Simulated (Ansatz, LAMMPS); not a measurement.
## Liquid (Na,Li,Rb)(Br,I) at 900 K (66 atoms): a reference run and its variants

Density of this cell: 2.81 g/cm³. The cell holds 66 atoms: 7 Na, 11 Li, 15 Rb, 22 Br and 11 I. Cell: a = 14.025 Å, b = 14.025 Å, c = 14.025 Å, α = 90.0°, β = 90.0°, γ = 90.0°. 66 atoms (7 Na, 11 Li, 15 Rb, 22 Br, 11 I) placed at random at 2.81 g/cm³, melted at 1800 K for 10 ps at fixed volume with the Lennard-Jones and Coulomb ion parameters for SPC/E (Joung and Cheatham, J. Phys. Chem. B 112, 9020 (2008)), full charges. Snapshot at the end of a hold of 20 ps at 900 K and fixed volume.

Geometry: as built.

Reference run: Kohn-Sham DFT, PBE, PAW (set soft_2), plane waves (Ansatz 0.2.0), cutoff 420 eV, Γ point, fixed occupations.

* r.m.s. force component: 0.2578 eV/Å
* pressure: 0.1222 GPa
* gap (highest filled to lowest empty level): 3.04 eV
* SCF cycles: 7
* time: 31 s on 4 threads of Arm Neoverse V2, shared host

Q: Estimate how much each variant changes the results, and its time and memory.
- support functions low
- support functions medium
- support functions medium, radius 4.97 Å
- support functions medium, radius 5.32 Å

Differences are against the plane-wave reference (Kohn-Sham DFT, PBE, PAW (set soft_2), plane waves), whose r.m.s. force component is 0.258 eV/Å. Energies are set beside the reference only for runs with its functional, potentials and electron count. Times are for 4 threads of Arm Neoverse V2, shared host. The reference's time includes the DOS, the stress and grids, which some other runs skip.

```
                                    run  Δ force, r.m.s. (meV/Å)  share of r.m.s. force (%)  Δ energy (meV/atom)  Δ gap (eV)  cycles     time  host memory (GiB)
                              reference                        -                          -                    -           -       7     31 s                3.0
                  support functions low                    0.097                     0.0376               -0.514     -1.0e-4      16  3.2 min                5.4
               support functions medium                    0.086                     0.0333               -0.514     -2.0e-4      18  3.1 min                5.3
support functions medium, radius 4.97 Å                    0.092                     0.0355               -0.514     -3.0e-4      17  2.7 min                5.1
support functions medium, radius 5.32 Å                     0.08                     0.0311               -0.514     -1.0e-4      18  3.6 min                5.6
```

Among numerical settings the force difference runs from 0.08 meV/Å (support functions medium, radius 5.32 Å) to 0.097 meV/Å (support functions low). At 66 atoms the fastest of the runs at a preset level, support functions medium, takes roughly 6.0 times the time of plane waves (whose run also made extra analyses, so the like-for-like ratio is larger), in 18 SCF cycles against 7. Differences between support functions and plane waves include what basis error the plane-wave run still has. 

[Logs are printed without paths, hosts, clocks, repeated set-up lines and the standing remarks that a program may print on its own settings, such as how far it seeks lower states.]

[Hosts, paths, dates, database ids (printed as entryN), source tags and the programs' standing remarks are cut or masked in the printed files.]
